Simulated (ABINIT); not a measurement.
**Beyond one shot: Al2O3 (Corundum)**

Wanted: G0W0 and self-consistent gaps of Al2O3 (Corundum), with the cost of the cycles.

Calculated with ABINIT 10.8.3; PBE and many-body steps on it, plane waves.

**The experiments to reproduce.**

- Gap 8.7 eV: optical band gap of host from absorption; optical absorption, quoted from earlier work; bulk crystal (high-purity reference sample) (quoted in “Multi-petahertz electron interference in Cr:Al2O3 solid-state material”, 2018, pmc:5906618).

Most raw output is cut from this account.

## (1) The structure

It takes space group R-3c (No. 167, trigonal). The conventional cell has a = 4.760 Å, b = 4.760 Å, c = 12.996 Å, α = 90.00°, β = 90.00°, γ = 120.00°. Nearest to Al lie 6 O at 1.85 to 1.97 Å. Nearest to O lie 4 Al at 1.85 to 1.97 Å. Farther neighbours and most contacts between anions are not listed.

Structure file:

```cif
data_structure
_symmetry_space_group_name_H-M 'P 1'
_symmetry_Int_Tables_number 1
_cell_length_a 5.1302
_cell_length_b 5.1302
_cell_length_c 5.1302
_cell_angle_alpha 55.287
_cell_angle_beta 55.287
_cell_angle_gamma 55.287
_cell_volume 85.02
loop_
_atom_site_label
_atom_site_type_symbol
_atom_site_fract_x
_atom_site_fract_y
_atom_site_fract_z
_atom_site_occupancy
Al1 Al 0.35216 0.35216 0.35216 1
Al2 Al 0.14784 0.14784 0.14784 1
Al3 Al 0.64784 0.64784 0.64784 1
Al4 Al 0.85216 0.85216 0.85216 1
O5 O 0.55668 0.94332 0.25000 1
O6 O 0.25000 0.55668 0.94332 1
O7 O 0.94332 0.25000 0.55668 1
O8 O 0.44332 0.05668 0.75000 1
O9 O 0.75000 0.44332 0.05668 1
O10 O 0.05668 0.75000 0.44332 1
```

The cell and positions come from the Crystallography Open Database and are kept as given unless a step says otherwise.

## (2) Empty states on the mesh, 4×4×4 mesh, 112 bands

This step: ABINIT 10.8.3; DFT, PBE, plane waves, norm-conserving pseudopotentials.

The sums over transitions need many empty states on a uniform mesh; this step solves for them.

run.abi

```
acell 3*1.0 Angstrom
rprim 
  2.380249999995 1.374237978213 4.331866666707
  -2.380249999995 1.374237978213 4.331866666707
  -0.000000000000 -2.748475956495 4.331866666685
ntypat 2
znucl 13 8
natom 10
typat 1 1 1 1 2 2 2 2 2 2
xred 
  0.352160000000 0.352160000000 0.352160000000
  0.147840000000 0.147840000000 0.147840000000
  0.647840000000 0.647840000000 0.647840000000
  0.852160000000 0.852160000000 0.852160000000
  0.556680000000 0.943320000000 0.250000000000
  0.250000000000 0.556680000000 0.943320000000
  0.943320000000 0.250000000000 0.556680000000
  0.443320000000 0.056680000000 0.750000000000
  0.750000000000 0.443320000000 0.056680000000
  0.056680000000 0.750000000000 0.443320000000
pp_dirpath "pseudos"
pseudos "Al.upf, O.upf"
ecut 36
ngkpt 4 4 4
nshiftk 1
shiftk 0 0 0
kptopt 1
chksymbreak 0
iscf -2
irdden 1
istwfk *1
nband 112
nbdbuf 10
tolwfr 1e-09
nstep 60
prtvol 0
indata_prefix "in"
outdata_prefix "out"
tmpdata_prefix "tmp"
```

Started as:

```bash
OMP_NUM_THREADS=1 mpirun -n 8 abinit run.abi > log
```

Wall time 1.8 min (8 MPI ranks of AMD EPYC 7R43, shared host); peak memory 0.82 GiB; 15 min of CPU time.

Numbers from this step:

| Property | Result |
| --- | --- |
| gap | 6.266 eV |
| k of the valence top | 0, 0, 0 |
| k of the conduction bottom | 0, 0, 0 |
| least direct gap | 6.266 eV |
| k points computed | 13 |
| lowest point of the top converged band, above the valence top | 47.10 eV |

On this mesh the gap is 6.266 eV.

The density comes from a self-consistent run that is not shown.

## (3) Screening, 4×4×4 mesh, 102 bands, screening to 106.1 eV

The RPA dielectric matrix is built and inverted for each q.

This step: RPA screening on PBE, plane waves, norm-conserving pseudopotentials.

Edit run.abi of step 2 so:

```diff
@@ -28,10 +28,11 @@
 chksymbreak 0
-iscf -2
-irdden 1
 istwfk *1
-nband 112
-nbdbuf 10
-tolwfr 1e-09
-nstep 60
-prtvol 0
+occopt 1
+irdwfk 1
+optdriver 3
+nband 102
+ecuteps 3.9
+inclvkb 2
+awtr 1
+symchi 1
 indata_prefix "in"
```

Elapsed: 4.3 min, on 8 MPI ranks; peak memory 3.9 GiB; 35 min of CPU time.

This step gave:

```
ε∞ with local fields, on this mesh, along the program's q direction : 3.053
the same without local fields                                       : 3.236
plasma frequency                                                    : 27.90 eV
plane waves in the screening matrix                                 : 205
```

Local fields lower ε∞ by 6 %.

## (4) G0W0

The self-energy is evaluated for the states that the input lists, and the levels follow from it, in one-shot runs by the linearised quasiparticle equation.

This step: G0W0 on PBE, plane waves, norm-conserving pseudopotentials.

Edit run.abi of step 3 so:

```diff
@@ -31,8 +31,15 @@
 irdwfk 1
-optdriver 3
+optdriver 4
 nband 102
+gwcalctyp 0
+ecutsigx 36
+symsigma 1
+nkptgw 1
+kptgw 
+  0.0000000000 0.0000000000 0.0000000000
+bdgw 
+  22 26
 ecuteps 3.9
-inclvkb 2
-awtr 1
-symchi 1
+irdscr 1
+ppmodel 1
 indata_prefix "in"
```

Run time: 13 s. Hardware: 8 MPI ranks; peak memory 2.1 GiB; 97 s of CPU time.

This step gave:

* G0W0 gap on the points computed: 8.425 eV
* starting gap on the mesh: 6.266 eV
* k of the valence top: 0, 0, 0
* k of the conduction bottom: 0, 0, 0
* Z at the valence top: 0.821
* Z at the conduction bottom: 0.857
* least direct G0W0 gap on the computed points: 8.425 eV

The gap on the mesh goes from 6.27 eV to 8.43 eV, a correction of +2.16 eV.

## (5) evGW0, cycle 1

This step: evGW0 on PBE, plane waves, norm-conserving pseudopotentials.

Edit run.abi of step 4 so:

```diff
@@ -33,10 +33,34 @@
 nband 102
-gwcalctyp 0
+gwcalctyp 10
 ecutsigx 36
 symsigma 1
-nkptgw 1
+nkptgw 13
 kptgw 
   0.0000000000 0.0000000000 0.0000000000
+  0.2500000000 0.0000000000 0.0000000000
+  0.5000000000 0.0000000000 0.0000000000
+  0.2500000000 0.2500000000 0.0000000000
+  0.5000000000 0.2500000000 0.0000000000
+  -0.2500000000 0.2500000000 0.0000000000
+  0.5000000000 0.5000000000 0.0000000000
+  0.2500000000 0.2500000000 0.2500000000
+  0.5000000000 0.2500000000 0.2500000000
+  -0.2500000000 0.2500000000 0.2500000000
+  0.5000000000 0.5000000000 0.2500000000
+  -0.2500000000 0.5000000000 0.2500000000
+  0.5000000000 0.5000000000 0.5000000000
 bdgw 
-  22 26
+  7 34
+  7 34
+  7 34
+  7 34
+  7 34
+  7 34
+  7 34
+  7 34
+  7 34
+  7 34
+  7 34
+  7 34
+  7 34
 ecuteps 3.9
```

Run time: 19 min. Hardware: 8 MPI ranks; peak memory 9.3 GiB; 2.5 h of CPU time.

Numbers from this step:

```
quasiparticle gap on the mesh                         : 8.827 eV
gap of the density functional on the mesh             : 6.266 eV
k of the valence top                                  : 0, 0, 0
k of the conduction bottom                            : 0, 0, 0
Z at the valence top                                  : 0.821
Z at the conduction bottom                            : 0.857
least direct quasiparticle gap on the computed points : 8.827 eV
```

Against G0W0 in ABINIT (4×4×4 mesh, 102 bands, screening to 106.1 eV, Godby-Needs plasmon pole), the gap moves by +0.402 eV. This first cycle still uses the starting levels; it takes the full correction, at all points of the mesh, and its linearised value is 8.425 eV.

## (6) evGW0, cycle 2

The corrected levels of the last cycle go back in.

Edit run.abi of step 5 so:

```diff
@@ -68,2 +68,3 @@
 ppmodel 1
+irdqps 1
 indata_prefix "in"
```

It took 17 min on 8 MPI ranks; peak memory 9.3 GiB; 2.2 h of CPU time.

Numbers from this step:

```
quasiparticle gap on the mesh                         : 8.769 eV
gap of the density functional on the mesh             : 6.266 eV
k of the valence top                                  : 0, 0, 0
k of the conduction bottom                            : 0, 0, 0
least direct quasiparticle gap on the computed points : 8.769 eV
```

Against the cycle before, the gap moves by −0.058 eV.

## (7) evGW0, cycle 3

run.abi is that of step 6.

The job ended after 13 min (8 MPI ranks; peak memory 9.3 GiB; 1.7 h of CPU time).

Numbers from this step:

```
quasiparticle gap on the mesh                         : 8.758 eV
gap of the density functional on the mesh             : 6.266 eV
k of the valence top                                  : 0, 0, 0
k of the conduction bottom                            : 0, 0, 0
least direct quasiparticle gap on the computed points : 8.758 eV
```

Against the cycle before, the gap moves by −0.011 eV.

## (8) Side by side

Times are wall times on 8 MPI ranks of AMD EPYC 7R43, shared host, good to a factor of about two. A run's time includes the screening step that it read.

```csv
run,mesh,bands,screening cutoff (eV),DFT gap (eV),gap on the mesh (eV),direct (eV),ε∞ used,time
G0W0,4×4×4,102,106.1,6.266,8.425,8.425,3.05,4.5 min
"evGW0, cycle 1",4×4×4,102,106.1,6.266,8.827,8.827,3.05,23 min
"evGW0, cycle 2",4×4×4,102,106.1,6.266,8.769,8.769,3.05,21 min
"evGW0, cycle 3",4×4×4,102,106.1,6.266,8.758,8.758,3.05,17 min
```

## (9) Summary of results

| Item | Value |
| --- | --- |
| G0W0 | 8.425 eV |
| evGW0, cycle 1 | 8.827 eV |
| evGW0, cycle 2 | 8.769 eV |
| evGW0, cycle 3 | 8.758 eV |
| known limits | not at the basis limit |

What this shows: Only the bands that the input lists are updated; the others, empty or deep, keep the functional's energies or take a rigid shift. evGW0 ends at 8.76 eV, +0.33 eV from G0W0, after 3 cycles that took 48 min beside the first screening; the last moved the gap by 0.011 eV. The first cycle of evGW0 takes the full correction, without the factor Z, so it overshoots the one-shot value. Against experiment, by evGW0, cycle 3: the gap of 8.76 eV lies +0.06 eV from the measured 8.7 eV (optical, quoted 2018). An exciton line or allowed optical edge lies below the quasiparticle gap by the binding energy; a forbidden edge can push the onset above it. These are gaps on the mesh, at modest bands and cutoff. The calculation has static nuclei and no excitons; a measured gap holds zero-point and thermal motion, which mostly lowers it. Bands and cutoff are finite, so the gap is not at the basis limit. The miss can reach some tenths of an eV and take either sign; the mesh is an error of its own.

[Paths, hosts, dates, memory and timing lines, banners, echoed tables and standing remarks are left out of the program output.]

[Logs are printed without paths, hosts, clocks, repeated set-up lines and the standing remarks that a program may print on its own settings, such as how far it seeks lower states.]

[Runs of the session that timed out or met a known fault of the program may be left out.]

[Hosts, paths, dates, database ids (printed as entryN), source tags and the programs' standing remarks are cut or masked in the printed files.]

[G0W0 gaps are taken among the corrected bands and points alone; a level outside them can change the order at an edge.]

[Where Ansatz stands beside ABINIT at settings called matched, ABINIT's density can come from a denser mesh and the files from another edition; pairs whose starting gaps differed by over 0.03 eV were left out, so agreement reads better than it is.]
